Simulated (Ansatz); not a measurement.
# La on Pd(100): change of the work function, part 5 of 5

Aim: the work function of Pd(100) at several coverages of La (bridge site), and the dipole that each adsorbate carries.

Ansatz 0.2.0; plane-wave DFT, PBE, Ansatz PAW.

So far, work function, upper face (eV): step 2 (the clean slab) 5.10; step 4 (the covered slab, k-mesh 6×6×1, coverage 0.25 ML) 2.25; step 6 (the slab at 0.25 ML, atoms frozen) 2.25; step 7 (the substrate of the 0.25 ML cell alone) 5.10; step 8 (the adsorbate layer of the 0.25 ML cell alone) 3.06.

### 11. The same run with other settings

System of this step: Pd(100). The cell holds 4 atoms: 4 Pd. Its edges and angles: a = 2.751 Å, b = 2.751 Å, c = 23.835 Å, α = 90.0°, β = 90.0°, γ = 90.0°. Vacuum lies along c.

Another changed input: it repeats the earlier run at 0 ML with scf.algorithm to density_mixing and basis.ecutwfc to 350 eV.

input.yaml reads:

```yaml
crystal:
  lattice:
    - [2.7506453788, 0.0, 0.0]
    - [0.0, 2.7506453788, 0.0]
    - [0.0, 0.0, 23.835]
  atoms:
    - { symbol: Pd, position: [0.5, 0.5, 0.3775959723] }
    - { symbol: Pd, position: [0.0, 0.0, 0.4591986574] }
    - { symbol: Pd, position: [0.5, 0.5, 0.5408013426] }
    - { symbol: Pd, position: [0.0, 0.0, 0.6224040277] }
kpoints:
  mp_grid: { grid: [11, 11, 1] }
hamiltonian:
  xc: pbe
scf:
  occupations: { method: fermi_dirac, width: 0.1 }
  convergence: { dr2_threshold: 1.0e-08 }
  algorithm: density_mixing
efield:
  axis: 3
  dipole_correction: true
  ramp_position: 0.97
  ramp_width: 0.06
relax:
  f_tol: 0.02
  max_steps: 60
  constraints: [{ sites: [0, 1] }]
output:
  write_potential: true
  write_density: true
  volumetric_format: npy
basis:
  ecutwfc: "350 eV"
```

The run is started by

```console
> ansatz run input.yaml --threads 4 --pin off --max-ram 12288MiB --backend cpu --events-out ev --progress --plain --runs-dir out
```

Numbers of over 12 decimals in the logs are rounded to 6 here.

The program printed:

```text
Warning: basis.ecutwfc = 350 eV is below the records' recommended 420 eV, and the density's cutoff is lower with it unless basis.ecutrho_ratio is high enough to keep the records' density cutoff: compare with a run at a higher cutoff
[...]
Crystal: 4 atoms, lattice volume = 180.337 Å³
Basis set: ecut = 350 eV, 2649 PW (Γ), exchange–correlation on 36×36×300 points (8 copies of the dense FFT grid, shifted against one another)
Bands: 44, of which v1, the nominal top of the filled ones, is band 36 counted from 1 (35 counted from 0)
Symmetry: 8 space group operations
k-points: 21 of 121
[...]
SCF iter   1: F=—  HF=-27890.057528 eV  |F-HF|=—  |Δ(HF+E_count)|=         —  Δρ=8.28e-3  dr2=7.80e-1  ethr=1.77e-3  p=0.000 e·Å  D=2.83e-13 V/Å  ΔV_dip=-0.00 eV  dr2_dipole=6.77e-7  V_vac-E_F(+/−)=4.79/4.79 eV  ⟨swp⟩=8.0  Hψ=4010  notcnv=0  defer=7
[...]
SCF iter  10: F=-27890.029823 eV  HF=-27890.029823 eV  |F-HF|=9.13e-10  |Δ(HF+E_count)|=   2.31e-8  Δρ=7.79e-7  dr2=1.64e-9  ethr=1.39e-11  p=0.000 e·Å  D=1.06e-7 V/Å  ΔV_dip=-0.00 eV  dr2_dipole=4.85e-11  V_vac-E_F(+/−)=5.09/5.09 eV  ⟨swp⟩=9.0  Hψ=5931  notcnv=0
SCF 1 converged in 10 iterations: F = -27890.029823 eV  dr2 = 1.64e-9
[...]
relax step   1: F+E_penalty+E_count = -27890.02982349 eV  Δ(F+E_penalty+E_count) = +0.000e0 eV  max|allowed force component| = 1.968e-1 eV/Å  Δτ_max = 0.0000 Å  (10 SCF iters, accepted)
[...]
SCF iter  11: F=-27890.041167 eV  HF=-27890.041167 eV  |F-HF|=8.51e-10  |Δ(HF+E_count)|=   3.74e-8  Δρ=8.13e-7  dr2=3.13e-9  ethr=1.04e-11  p=-0.000 e·Å  D=-1.78e-4 V/Å  ΔV_dip=0.00 eV  dr2_dipole=3.17e-11  V_vac-E_F(+/−)=5.11/5.10 eV  ⟨swp⟩=8.7  Hψ=5754  notcnv=0
SCF 2 converged in 11 iterations: F = -27890.041167 eV  dr2 = 3.13e-9
[...]
relax step   2: F+E_penalty+E_count = -27890.04116732 eV  Δ(F+E_penalty+E_count) = -1.134e-2 eV  max|allowed force component| = 6.430e-2 eV/Å  Δτ_max = 0.1278 Å  (11 SCF iters, accepted)
SCF iter   1: F=—  HF=-27890.044631 eV  |F-HF|=—  |Δ(HF+E_count)|=         —  Δρ=2.25e-3  dr2=2.55e-2  ethr=1.29e-4  p=-0.000 e·Å  D=-1.78e-4 V/Å  ΔV_dip=0.00 eV  dr2_dipole=4.96e-3  V_vac-E_F(+/−)=5.10/5.09 eV  ⟨swp⟩=3.0  Hψ=1947  notcnv=0  defer=26
[...]
SCF iter   9: F=-27890.042290 eV  HF=-27890.042290 eV  |F-HF|=1.34e-9  |Δ(HF+E_count)|=   5.23e-8  Δρ=1.01e-6  dr2=2.21e-9  ethr=1.39e-11  p=-0.000 e·Å  D=-1.30e-4 V/Å  ΔV_dip=0.00 eV  dr2_dipole=2.49e-10  V_vac-E_F(+/−)=5.10/5.10 eV  ⟨swp⟩=9.1  Hψ=5984  notcnv=0
SCF 3 converged in 9 iterations: F = -27890.042290 eV  dr2 = 2.21e-9
relax step   3: F+E_penalty+E_count = -27890.04229017 eV  Δ(F+E_penalty+E_count) = -1.123e-3 eV  max|allowed force component| = 2.147e-3 eV/Å  Δτ_max = 0.0318 Å  (9 SCF iters, accepted)
[...]
SCF converged after 9 iterations
Free energy (F): -27890.042290 eV
[...]
Internal energy: -27889.784812 eV  (E = F + TS)
E sigma→0 (E₀):  -27889.913551 eV
Entropy (-TS):   -0.257478 eV (-64.369 meV/atom)
Fermi energy:    3.056190 eV
Dipole field:    D = -0.000107 V/Å  (p = -0.000107 e·Å, saw-weighted, corrected)
Work function:   Φ+ = 5.1041 eV   Φ− = 5.1016 eV
[...]
--- Forces (eV/Å), atoms counted from 1 ---
  atom   1  Pd     0.00000000     0.00000000    -0.18425149
  atom   2  Pd    -0.00000000     0.00000000     0.18037568
  atom   3  Pd    -0.00000000     0.00000000     0.00214743
  atom   4  Pd     0.00000000     0.00000000     0.00177487
  max |Σ_I F_I| component: 4.65e-5 eV/Å
--- Band table (eV; the first three rows and the last of 21) ---
  k-point 0: bands = [... 32 lower, 2.4687, 2.5265, 2.5265, 2.9187, 3.0486, 3.1523, 3.1523, 4.1616, ... 4 higher]
  k-point 1: bands = [... 32 lower, 2.2542, 2.2677, 2.7037, 2.7865, 2.9091, 2.9675, 3.1900, 4.5978, ... 4 higher]
  k-point 2: bands = [... 32 lower, 1.9782, 2.1075, 2.5813, 2.6154, 2.9625, 3.1683, 3.2988, 5.4618, ... 4 higher]
  k-point 20: bands = [... 32 lower, 3.2057, 3.2832, 3.5493, 3.6020, 7.0440, 7.8999, 9.1505, 10.0885, ... 4 higher]
--- Relaxed structure (3 steps of the walk, 3 accepted, 0 SCFs on fresh bases) ---
  F+E_penalty+E_count = -27890.04229017 eV   max|allowed force component| = 2.147e-3 eV/Å
  atoms:
    - { symbol: Pd, position: [0.5, 0.5, 0.377596] }
    - { symbol: Pd, position: [0.0, 0.0, 0.459199] }
    - { symbol: Pd, position: [0.5, 0.5, 0.543287] }
    - { symbol: Pd, position: [0, 0.0, 0.626430] }
```

Wall time 12 s (4 threads of Arm Neoverse V1, shared host); peak memory 0.44 GiB.

```tsv
quantity	this run	earlier run	difference
work function, upper face (eV)	5.104	5.104	-1.8e-4
dipole along the normal (e·Å)	-1.07e-4	-1.27e-4	2.1e-5
```

Nothing in the table moves by 0.01 in its unit (for the dipole 0.5 % and 5e-5 e·Å).

The change did no harm here.

### 12. Results

| Property | Result |
| --- | --- |
| work function of the clean face | 5.10 eV |
| work function at 0.11 ML | 2.93 eV |
| work function at 0.25 ML | 2.25 eV |
| dipole per adsorbate at 0.11 ML, positive end outwards | 3.93 D |
| step of the potential from the moved charge at 0.25 ML, upper less lower side, atoms held | -2.84 eV |

What this shows: La lowers the work function of Pd(100) at the lowest coverage, by 2.17 eV: the adsorbate layer has its positive end outwards. The slab has 4 layers, at the tabulated experimental lattice constant, one starting site was run, and quantum-size effects of a slab this thin can reach one or two tenths of an eV. The main runs have no spin polarisation; a magnetic state could lie lower and would change these results.

[Logs are printed without paths, hosts, clocks, repeated set-up lines and the standing remarks that a program may print on its own settings, such as how far it seeks lower states.]

[Hosts, paths, dates, database ids (printed as entryN), source tags and the programs' standing remarks are cut or masked in the printed files.]

[Maps of the electrostatic potential energy from Ansatz leave out the sawtooth potential of an applied field or a dipole correction, so their vacuum need not be flat; planar profiles and work functions include it.]
